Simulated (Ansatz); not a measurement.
# Relaxing twisted graphene monolayer on bilayer, 87.80° (78 atoms)

How does twisted graphene monolayer on bilayer, 87.80° (78 atoms) relax, and what do bonds, charges and levels look like afterwards?

Method: Kohn-Sham DFT, LDA, PAW (set soft_2), plane waves, in Ansatz 0.2.0.

### Step 1. Starting point

The cell holds 78 atoms: 78 C. Cell: a = 8.870 Å, b = 8.870 Å, c = 20.690 Å, α = 90.0°, β = 90.0°, γ = 120.0°. It derives from C (graphene). Graphene (a = 2.46 Å) under graphene (a = 2.46 Å), monolayer on bilayer, commensurate cell of 13 unit cells a layer, twist 87.80 deg; facing planes 3.32, 3.37 Å apart as built; 14 Å of vacuum; minimised with a classical potential. Regions: layer 1, 26 atoms (26 C); layer 2, 26 atoms (26 C); layer 3, 26 atoms (26 C). Vacuum lies along c.

Before any run, some limits are plain. The functional has no dispersion term, which matters for the binding between molecules or layers, where LDA binds through overlap of densities alone.

### Step 2. Single point at the start

A single point comes first, to see the forces before anything moves.

Input file input.yaml:

```yaml
crystal:
  lattice:
    - [8.8697, 0.0, 0.0]
    - [-4.43485, 7.68139, 0.0]
    - [0.0, 0.0, 20.69]
  atoms:
    - { symbol: C, position: [0.12821, 0.17949, 0.3364] }
    - { symbol: C, position: [0.17949, 0.05128, 0.33636] }
    - { symbol: C, position: [0.20513, 0.48718, 0.3364] }
    - { symbol: C, position: [0.25641, 0.35897, 0.33636] }
    - { symbol: C, position: [0.28205, 0.79487, 0.3364] }
    - { symbol: C, position: [0.33333, 0.66667, 0.33636] }
    - { symbol: C, position: [0.35897, 0.10256, 0.3364] }
    - { symbol: C, position: [0.41026, 0.97436, 0.33636] }
    - { symbol: C, position: [0.4359, 0.41026, 0.3364] }
    - { symbol: C, position: [0.48718, 0.28205, 0.33636] }
    - { symbol: C, position: [0.51282, 0.71795, 0.3364] }
    - { symbol: C, position: [0.5641, 0.58974, 0.33636] }
    - { symbol: C, position: [0.58974, 0.02564, 0.3364] }
    - { symbol: C, position: [0.64103, 0.89744, 0.33636] }
    - { symbol: C, position: [0.66667, 0.33333, 0.3364] }
    - { symbol: C, position: [0.71795, 0.20513, 0.33636] }
    - { symbol: C, position: [0.74359, 0.64103, 0.3364] }
    - { symbol: C, position: [0.79487, 0.51282, 0.33636] }
    - { symbol: C, position: [0.82051, 0.94872, 0.3364] }
    - { symbol: C, position: [0.87179, 0.82051, 0.33636] }
    - { symbol: C, position: [0.89744, 0.25641, 0.3364] }
    - { symbol: C, position: [0.94872, 0.12821, 0.33636] }
    - { symbol: C, position: [0.97436, 0.5641, 0.3364] }
    - { symbol: C, position: [0.02564, 0.4359, 0.33636] }
    - { symbol: C, position: [0.05128, 0.87179, 0.3364] }
    - { symbol: C, position: [0.10256, 0.74359, 0.33636] }
    - { symbol: C, position: [0.25641, 0.35897, 0.4995] }
    - { symbol: C, position: [0.3077, 0.23077, 0.49943] }
    - { symbol: C, position: [0.33334, 0.66667, 0.49947] }
    - { symbol: C, position: [0.38462, 0.53847, 0.49944] }
    - { symbol: C, position: [0.41026, 0.97436, 0.49947] }
    - { symbol: C, position: [0.46154, 0.84616, 0.49944] }
    - { symbol: C, position: [0.48719, 0.28206, 0.49948] }
    - { symbol: C, position: [0.53847, 0.15385, 0.49944] }
    - { symbol: C, position: [0.56411, 0.58975, 0.49947] }
    - { symbol: C, position: [0.61539, 0.46154, 0.49944] }
    - { symbol: C, position: [0.64103, 0.89744, 0.4995] }
    - { symbol: C, position: [0.69231, 0.76923, 0.49942] }
    - { symbol: C, position: [0.71795, 0.20513, 0.49948] }
    - { symbol: C, position: [0.76924, 0.07693, 0.49943] }
    - { symbol: C, position: [0.79488, 0.51282, 0.49948] }
    - { symbol: C, position: [0.84616, 0.38462, 0.49944] }
    - { symbol: C, position: [0.8718, 0.82051, 0.49947] }
    - { symbol: C, position: [0.92308, 0.69231, 0.49943] }
    - { symbol: C, position: [0.94872, 0.12821, 0.49947] }
    - { symbol: C, position: [0.0, 0.0, 0.49947] }
    - { symbol: C, position: [0.02565, 0.4359, 0.49947] }
    - { symbol: C, position: [0.07693, 0.30769, 0.49942] }
    - { symbol: C, position: [0.10257, 0.74359, 0.4995] }
    - { symbol: C, position: [0.15385, 0.61539, 0.49944] }
    - { symbol: C, position: [0.17949, 0.05129, 0.49947] }
    - { symbol: C, position: [0.23077, 0.92308, 0.49942] }
    - { symbol: C, position: [0.25641, 0.89744, 0.66297] }
    - { symbol: C, position: [0.20513, 0.71795, 0.66295] }
    - { symbol: C, position: [0.33333, 0.66667, 0.66297] }
    - { symbol: C, position: [0.28205, 0.48718, 0.66295] }
    - { symbol: C, position: [0.5641, 0.97436, 0.66293] }
    - { symbol: C, position: [0.51282, 0.79487, 0.66295] }
    - { symbol: C, position: [0.17949, 0.12821, 0.66295] }
    - { symbol: C, position: [0.1282, 0.94872, 0.66295] }
    - { symbol: C, position: [0.41026, 0.4359, 0.66293] }
    - { symbol: C, position: [0.35897, 0.25641, 0.66296] }
    - { symbol: C, position: [0.64102, 0.74359, 0.66297] }
    - { symbol: C, position: [0.58975, 0.5641, 0.66297] }
    - { symbol: C, position: [0.87179, 0.05128, 0.66295] }
    - { symbol: C, position: [0.82051, 0.8718, 0.66295] }
    - { symbol: C, position: [0.48718, 0.20513, 0.66296] }
    - { symbol: C, position: [0.4359, 0.02564, 0.66297] }
    - { symbol: C, position: [0.71795, 0.51282, 0.66296] }
    - { symbol: C, position: [0.66667, 0.33333, 0.66292] }
    - { symbol: C, position: [0.94872, 0.82051, 0.66295] }
    - { symbol: C, position: [0.89744, 0.64103, 0.66296] }
    - { symbol: C, position: [0.79487, 0.28205, 0.66296] }
    - { symbol: C, position: [0.74359, 0.10256, 0.66296] }
    - { symbol: C, position: [0.02564, 0.58974, 0.66293] }
    - { symbol: C, position: [0.97436, 0.41025, 0.66297] }
    - { symbol: C, position: [0.10256, 0.35898, 0.66297] }
    - { symbol: C, position: [0.05128, 0.17949, 0.66295] }
kpoints:
  mp_grid: { grid: [3, 3, 1] }
hamiltonian:
  xc: lda
scf:
  occupations: { method: fermi_dirac, width: 0.05 }
output:
  forces: true
  populations: true
  dos:
    method: { smearing: { sigma: 0.1 } }
    de: 0.1
    projected:
      site_lists:
        C: [C]
        layer_1: [0, 1, 2, 3, 4, 5, 6, 7, 8, 9, 10, 11, 12, 13, 14, 15, 16, 17, 18, 19, 20, 21, 22, 23, 24, 25]
        layer_2: [26, 27, 28, 29, 30, 31, 32, 33, 34, 35, 36, 37, 38, 39, 40, 41, 42, 43, 44, 45, 46, 47, 48, 49, 50, 51]
        layer_3: [52, 53, 54, 55, 56, 57, 58, 59, 60, 61, 62, 63, 64, 65, 66, 67, 68, 69, 70, 71, 72, 73, 74, 75, 76, 77]
  eigenvalues: true
```

Started as:

```bash
ansatz run input.yaml --threads 4 --pin off --max-ram 15872MiB --backend cpu --events-out ev --progress --plain --runs-dir out
```

Numbers of over 12 decimals in the logs are rounded to 6 here.

What it wrote:

```text
Warning: the atoms were moved onto the symmetric positions of the space group found under crystal.symmetry.tolerance 1.0e-5 (fractional; no operation is sought that the atoms, as they stand in a round, miss by more than twice it, and no atom is moved by as much as it), and the run uses the moved positions. [...]
Engine: ansatz 0.2.0, aarch64-unknown-linux-gnu
Pseudopotentials: kind: paw
Pseudopotential: C, paw, valence charge 4, recommended cutoff 420 eV (normal), C.paw.azcp
[... 3 lines on functional and potentials left out ...]
Crystal: 78 atoms, lattice volume = 1409.643 Å³
Basis set: ecut = 420 eV, 27591 PW (Γ)
Bands: 234, of which v1, the nominal top of the filled ones, is band 156 counted from 1 (155 counted from 0)
Symmetry: 3 space group operations
Space group: P3 (ITA 143), of the structure as read, at distance tolerance 1.1e-4 Å
k-points: 3 of 9 (time reversal used)
[... 4 lines on functional and potentials left out ...]
Initial density: superposition of atomic densities (neutral atoms: chi_scale 0, normalization atom), corrected by the library's trained network
Initial wavefunctions: pseudopotential atomic-orbital guess
Functional: x = slater, c = lda
SCF iter   1: F=—  HF=-18951.558232 eV  |F-HF|=—  |Δ(HF+E_count)|=         —  Δρ=4.47e-3  dr2=1.51e-1  ethr=1.77e-3  ⟨swp⟩=11.3  Hψ=4709  notcnv=0  defer=125
preconditioner: auto → LDOS  [metal: Δε(μ)=0.056 eV  Ē_g=14.968 eV  σ=0.050 eV  W_gap=0.27  n_scr=210 (ndim 8)  ℏωp=17.5 eV  f_vac=0.504  D(μ)=8.38/eV (n_scr^D=36)  β→1.0]
SCF iter   2: F=—  HF=-18951.567342 eV  |F-HF|=—  |Δ(HF+E_count)|=   9.11e-3  Δρ=8.68e-4  dr2=3.35e-2  ethr=4.84e-5  ⟨swp⟩=2.7  Hψ=1458  notcnv=0  defer=196
SCF iter   3: F=—  HF=-18951.562289 eV  |F-HF|=—  |Δ(HF+E_count)|=   5.05e-3  Δρ=5.41e-4  dr2=1.06e-2  ethr=1.07e-5  ⟨swp⟩=2.0  Hψ=894  notcnv=0  defer=196
SCF iter   4: F=—  HF=-18951.560241 eV  |F-HF|=—  |Δ(HF+E_count)|=   2.05e-3  Δρ=1.47e-4  dr2=6.78e-4  ethr=3.40e-6  ⟨swp⟩=2.0  Hψ=838  notcnv=0  defer=196
SCF iter   5: F=—  HF=-18951.560039 eV  |F-HF|=—  |Δ(HF+E_count)|=   2.01e-4  Δρ=4.32e-5  dr2=3.90e-5  ethr=2.17e-7  ⟨swp⟩=2.0  Hψ=952  notcnv=0  defer=196
SCF iter   6: F=—  HF=-18951.561248 eV  |F-HF|=—  |Δ(HF+E_count)|=   1.21e-3  Δρ=9.22e-6  dr2=1.30e-6  ethr=1.25e-8  ⟨swp⟩=2.3  Hψ=1018  notcnv=0  defer=186
SCF iter   7: F=-18951.561251 eV  HF=-18951.561250 eV  |F-HF|=3.11e-7  |Δ(HF+E_count)|=   2.56e-6  Δρ=2.81e-6  dr2=9.17e-8  ethr=3.21e-11  ⟨swp⟩=28.7  Hψ=6820  notcnv=0
SCF 1 converged in 7 iterations: F = -18951.561251 eV  dr2 = 9.17e-8
  greatest PAW one-centre occupation: 0.666 electrons in one spin orbital (limit 2), on the C atom at site 28 (counted from 0), in its partial waves of l = 0
SCF converged after 7 iterations
Free energy (F): -18951.561251 eV
Harris-Foulkes:  -18951.561250 eV  (|F-HF|=3.11e-7)
Internal energy: -18951.499258 eV  (E = F + TS)
E sigma→0 (E₀):  -18951.530254 eV
Entropy (-TS):   -0.061992 eV (-0.795 meV/atom)
Fermi energy:    0.931351 eV
--- Per-component energies (eV) ---
  E_band       = -2533.383128
  E_kinetic    = 7096.018184
  E_local      = -138749.853135  (includes V_loc(G=0)·N_el)
  E_nonlocal   = 2217.222530
  E_hartree    = 66054.364220
  E_xc         = -3705.018042
  E_vxc        = -4606.185746  (∫ρ·V_xc dr)
  E_paw        = -7168.440958  (= ΣΔE_a)
  E_vpaw       = -599.285952  (= ΣTr[D̂ρ^β])
  E_aug_tail   = 0.000722  (compensation charges beyond the density's cutoff)
  E_ewald      = 55299.306284
  E_core_change = 4.900935  (= ΣΔE_core)
  E_smearing   = -0.061992  (= −TS)
  E_closure    = 0.000000  (closes the sum)
  Σ components = -18951.561251   (vs F -18951.561251, Δ=0.00e0)
--- Forces (eV/Å), atoms counted from 1 ---
  atom   1  C     -0.00059445    -0.00161327    -0.01940176
  atom   2  C     -0.00208991    -0.00044931     0.04216137
  atom   3  C     -0.00061919    -0.00132095    -0.01947249
  atom   4  C     -0.00049556     0.00266424     0.04132932
  atom   5  C     -0.00083438     0.00119671    -0.01947249
  atom   6  C      0.00000000    -0.00000000     0.04235575
  atom   7  C      0.00203357     0.00170651    -0.01956265
  atom   8  C     -0.00253702    -0.00193928     0.04221385
  atom   9  C      0.00024874    -0.00327846    -0.01931853
  atom  10  C     -0.00114780     0.00010521     0.04189624
  atom  11  C      0.00145358     0.00012424    -0.01947249
  atom  12  C     -0.00041096     0.00316676     0.04221385
  atom  13  C      0.00271486     0.00185464    -0.01931853
  atom  14  C     -0.00205952    -0.00176129     0.04132932
[...]
atom  77  C      0.00606091     0.01105195     0.00654138
  atom  78  C      0.02145217     0.00030205     0.00293246
  max |Σ_I F_I| component: 2.13e-3 eV/Å
--- Band table (eV) ---
  k-point 0: bands = ["-18.4897", "-18.3941", "-18.2732", "-16.6831", [... 218 levels ...], "9.2780", "9.2985", "9.2985", "9.3076", "9.3199", "9.3199", "9.4615", "9.4615", "9.4745", "9.4745", "9.4761", "9.4824"]
  k-point 1: bands = ["-18.2871", "-18.1928", "-18.0732", "-17.6817", [... 218 levels ...], "9.1851", "9.1968", "9.2366", "9.2457", "9.2632", "9.3065", "9.3476", "9.3500", "9.3852", "9.4328", "9.4710", "9.5066"]
  k-point 2: bands = ["-17.8831", "-17.8830", "-17.8830", "-17.7915", [... 218 levels ...], "9.5369", "9.5375", "9.5397", "9.5964", "9.5975", "9.5986", "9.7432", "9.7456", "9.7601", "9.8613", "9.8660", "9.8753"]
--- Löwdin populations: 78 sites ---
  site symbol       q [e]
     0      C      3.9638
     1      C      3.9611
     2      C      3.9638
[...]
77      C      3.9627
  spilling = 0.008913 (of n_electrons = 312.000000)
```

It took 51 s on 4 threads of Arm Neoverse V2, shared host; peak memory 3.8 GiB.

Reading the cycles: dr2 is the Hartree energy of the density residual (eV), the measure of convergence; HF is the Harris–Foulkes estimate of the energy, which meets the free energy F at convergence.

The program notes that positions were snapped to a detected symmetry.

Numbers from this run:

* free energy: -18951.5613 eV
* free energy per atom: -242.9687 eV/atom
* SCF cycles: 7
* r.m.s. force component: 0.01755 eV/Å
* longest force: 0.05265 eV/Å
* Fermi energy: 0.9314 eV
* levels partly filled by over 2 per cent: 4
* spilling of the projection: 0.008913

The r.m.s. force component of 0.018 eV/Å sets the starting point.

Length of the force by element:

```csv
element,coordination,atoms,mean length of the force (eV/Å),spread,least,most
C,all,78,0.0268,0.0143,0.0014,0.0526
```

### Step 3. Relaxation

With the cell held, the atoms are moved downhill towards a nearby minimum.

input.yaml, the sections that differ from step 2:

```yaml
output:
  forces: true
relax:
  f_tol: 0.05
  max_steps: 105
# crystal, kpoints, hamiltonian, scf: as in step 2
```

What it wrote:

```text
[...]
Crystal: 78 atoms, lattice volume = 1409.643 Å³
Basis set: ecut = 420 eV, 27591 PW (Γ)
Bands: 234, of which v1, the nominal top of the filled ones, is band 156 counted from 1 (155 counted from 0)
Symmetry: 3 space group operations
[...]
k-points: 3 of 9 (time reversal used)
[...]
SCF iter   1: F=—  HF=-18951.558238 eV  |F-HF|=—  |Δ(HF+E_count)|=         —  Δρ=4.47e-3  dr2=1.51e-1  ethr=1.77e-3  ⟨swp⟩=11.3  Hψ=4709  notcnv=0  defer=125
[...]
SCF iter   6: F=-18951.561250 eV  HF=-18951.561248 eV  |F-HF|=2.34e-6  |Δ(HF+E_count)|=   5.59e-6  Δρ=9.15e-6  dr2=1.25e-6  ethr=1.22e-8  ⟨swp⟩=4.0  Hψ=1667  notcnv=0
SCF 1 converged in 6 iterations: F = -18951.561250 eV  dr2 = 1.25e-6
[...]
relax step   1: F+E_penalty+E_count = -18951.56124998 eV  Δ(F+E_penalty+E_count) = +0.000e0 eV  max|allowed force component| = 5.131e-2 eV/Å  Δτ_max = 0.0000 Å  (6 SCF iters, dr2 threshold 6.25e-5 eV, accepted)
[...]
relax step   2: F+E_penalty+E_count = -18951.44714074 eV  Δ(F+E_penalty+E_count) = +1.141e-1 eV  max|allowed force component| = 6.603e-2 eV/Å  Δτ_max = 0.1568 Å  (9 SCF iters, rejected (line search))
[...]
relax step   3: F+E_penalty+E_count = -18951.57565138 eV  Δ(F+E_penalty+E_count) = -1.440e-2 eV  max|allowed force component| = 1.528e-2 eV/Å  Δτ_max = 0.0378 Å  (9 SCF iters, accepted)
[...]
relax step   4: F+E_penalty+E_count = -18951.57662045 eV  Δ(F+E_penalty+E_count) = -9.691e-4 eV  max|allowed force component| = 1.470e-2 eV/Å  Δτ_max = 0.0257 Å  (7 SCF iters, accepted)
SCF converged after 7 iterations
Free energy (F): -18951.576620 eV
[...]
Internal energy: -18951.514943 eV  (E = F + TS)
E sigma→0 (E₀):  -18951.545782 eV
Entropy (-TS):   -0.061677 eV (-0.791 meV/atom)
Fermi energy:    0.928682 eV
[...]
--- Forces (eV/Å), atoms counted from 1 ---
  atom   1  C     -0.00034635    -0.00117146    -0.00169625
  atom   2  C     -0.00139568    -0.00039925    -0.00119851
  atom   3  C     -0.00029516    -0.00100161    -0.00169673
  atom   4  C     -0.00027279     0.00174969    -0.00125135
  atom   5  C     -0.00071984     0.00075642    -0.00169673
  atom   6  C      0.00000000    -0.00000000    -0.00120894
  atom   7  C      0.00140173     0.00108865    -0.00172087
  atom   8  C     -0.00173486    -0.00129974    -0.00118578
  atom   9  C      0.00014936    -0.00221239    -0.00166424
  atom  10  C     -0.00081889    -0.00005279    -0.00121194
  atom  11  C      0.00101500     0.00024519    -0.00169673
  atom  12  C     -0.00025818     0.00215230    -0.00118578
  atom  13  C      0.00184131     0.00123554    -0.00166424
  atom  14  C     -0.00137889    -0.00111109    -0.00125135
[...]
atom  77  C      0.00440524     0.00725421     0.00115209
  atom  78  C      0.01404152    -0.00091095     0.00060195
  max |Σ_I F_I| component: 1.75e-4 eV/Å
--- Relaxed structure (4 steps of the walk, 3 accepted, 0 SCFs on fresh bases) ---
  F+E_penalty+E_count = -18951.57662045 eV   max|allowed force component| = 1.470e-2 eV/Å
  atoms:
    - { symbol: C, position: [0.128208, 0.179490, 0.338940] }
    - { symbol: C, position: [0.179490, 0.051282, 0.338994] }
    - { symbol: C, position: [0.205129, 0.487180, 0.338940] }
    - { symbol: C, position: [0.256410, 0.358972, 0.338991] }
[...]
- { symbol: C, position: [0.051293, 0.179490, 0.662267] }
```

Run time: 1.7 min. Hardware: 4 threads; peak memory 3.7 GiB.

Relaxation path:

```csv
step,energy less that of the first step (eV),largest force component (eV/Å)
1,0.0000,0.0513
2,0.1141,0.0660
3,-0.0144,0.0153
4,-0.0154,0.0147
```

Relaxation step 2 was tried and not accepted.

Forces are held to the 3 operations that the run works with; a distortion that breaks them can't arise in this run.

The atoms that moved most (Å):

| atom | dx | dy | dz | length |
| --- | --- | --- | --- | --- |
| C2 | 0.000 | 0.000 | 0.054 | 0.054 |
| C4 | 0.000 | 0.000 | 0.054 | 0.054 |
| C8 | 0.000 | 0.000 | 0.054 | 0.054 |
| C6 | 0.000 | 0.000 | 0.054 | 0.054 |
| C14 | 0.000 | 0.000 | 0.054 | 0.054 |
| C16 | 0.000 | 0.000 | 0.054 | 0.054 |
| C12 | 0.000 | 0.000 | 0.054 | 0.054 |
| C10 | 0.000 | 0.000 | 0.054 | 0.054 |

The relaxation changed the energy by -0.197 meV/atom, and atoms moved by 0.039 Å r.m.s., 0.054 Å at most.

### Step 4. Structure statistics after relaxation

Bonds before and after, by the cutoffs listed below:

```
pair  bonds before  bonds after  mean before (Å)  mean after (Å)  spread before (Å)  spread after (Å)
 C-C           117          117            1.420           1.420              0.000             0.000
```

Normalised to the volume that the atoms fill. Pair distribution function in bins of 0.2 Å:

| r (Å) | total |
| --- | --- |
| 1.40 | 4.46 |
| 1.60 | 0.00 |
| 1.80 | 0.00 |
| 2.00 | 0.00 |
| 2.20 | 0.00 |
| 2.40 | 2.96 |
| 2.60 | 0.00 |
| 2.80 | 1.14 |
| 3.00 | 0.00 |
| 3.20 | 0.09 |
| 3.40 | 0.16 |
| 3.60 | 0.99 |
| 3.80 | 1.48 |
| 4.00 | 0.44 |
| 4.20 | 1.39 |
| 4.40 | 0.69 |
| 4.60 | 0.25 |
| 4.80 | 0.20 |
| 5.00 | 1.64 |
| 5.20 | 0.85 |
| 5.40 | 0.39 |
| 5.60 | 0.51 |
| 5.80 | 0.14 |
| 6.00 | 0.81 |
| 6.20 | 0.63 |
| 6.40 | 0.18 |
| 6.60 | 1.18 |
| 6.80 | 0.30 |

Bonds by pair of elements; cutoffs follow the first minimum of g(r), held within bounds set by covalent radii, and pairs that aren't listed don't count as bonded:

```
pair A-B  cutoff (Å)  bonds  mean length (Å)  spread (Å)  shortest (Å)  B about A  A about B
     C-C        1.82    117             1.42           0          1.42          3          3
```

How many atoms have how many bonded neighbours:

| element | mean | 3 |
| --- | --- | --- |
| C | 3 | 78 |

Bond angles, per cent of each kind in bins of 5°:

```
angle (°)  C-C-C
  115–120   55.1
  120–125   44.9
```

Bond angles (no mean is given where the spread exceeds 20°):

```
angle  count  mean (°)  spread (°)
C-C-C    234       120           0
```

With the cutoffs above, all C atoms have 3 bonded neighbours.

(Part 1 of 2 ends here.)

[Logs are printed without paths, hosts, clocks, repeated set-up lines and the standing remarks that a program may print on its own settings, such as how far it seeks lower states.]

[Hosts, paths, dates, database ids (printed as entryN), source tags and the programs' standing remarks are cut or masked in the printed files.]
